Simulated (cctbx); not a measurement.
# Lattice, Laue class and space group of a new crystal

Cell: a = 4.1360 Å, b = 6.5130 Å, c = 6.9190 Å, α = 90.00°, β = 90.00°, γ = 90.00°. Expected content of the cell: Ho4 Be8.

Simulated single-crystal data (cctbx): synchrotron X-rays, λ = 0.7749 Å, to d = 0.7 Å, 70 % of the full sphere, strongest reflection 5000 counts, noise from counting, a 6 % proportional error and a noise floor of 4 counts (s.d.); no absorption, some extinction.

A first pass over the reflections prints:

```text
1597 reflections to d = 0.701 A
centring   violations  <I/sigma> of those
    A        368 of   808      6.1
    B        380 of   823      6.4
    C        388 of   795      6.4
    I          0 of   797      0.0
    R        480 of  1073      6.1
    F        568 of  1213      6.3
Laue class    unique    Rint  (classes that these axes allow; Friedel mates merged)
I 1 2/m 1         299   0.043
I 1 1 2/m         298   0.043
I 2/m 1 1         309   0.045
I m m m           180   0.047
space group    extra absences  I>4sigma  <I/sigma>
I 2 2 2                 0          0         -  acentric
I 21 21 21              0          0         -  acentric
I m m 2                 0          0         -  acentric
I 2 m m                 0          0         -  acentric
I m 2 m                 0          0         -  acentric
I 2 m b                32          0       0.1  acentric
I m 2 a                32          0       0.1  acentric
I m m m                 0          0         -  centric
I m m a                32          0       0.1  centric
I m m b                32          0       0.1  centric
Wilson B = 0.37 A^2   <|E^2-1|> = 0.589 (0.968 centric, 0.736 acentric)   E^2>4: 0.0 %
shell (A)         n   <I/sigma>
 4.74 - 1.39     28     23.5
 1.39 - 1.11     25     23.8
 1.11 - 0.97     22     24.0
 0.97 - 0.88     20     19.1
 0.88 - 0.82     24     25.6
 0.82 - 0.77     21     21.2
 0.77 - 0.73     20     19.2
 0.73 - 0.70     20     24.1
```

Q: Read the symmetry from these tables.

The reflections that I centring forbids are absent (⟨I/σ⟩ near 0), so the lattice is I.

Rint stays low (0.043 to 0.047) up to I m m m, the highest class in these axes.

10 settings pass the absence test. The most absences obeyed, 32, belong to I 2 m b, I m 2 a, I m m a and I m m b, which absences can't tell apart.

⟨|E²−1|⟩ = 0.589 leans to a non-centrosymmetric structure, or to twinning, which lowers it. Here that hint misleads: the statistic assumes many like atoms on general positions, and few, heavy or special-position atoms break it. The Wilson B of 0.37 Å² means U ≈ 0.0047 Å².

The true group is Imma (no. 74), Laue class mmm, centrosymmetric. The tables only narrow the choice to the tied entries; cell content, site symmetry and trial solutions must settle it.

This is a model crystal, built by substitution and not relaxed, with assumed displacement parameters.

[Logs are printed without paths, hosts, clocks, repeated set-up lines and the standing remarks that a program may print on its own settings, such as how far it seeks lower states.]
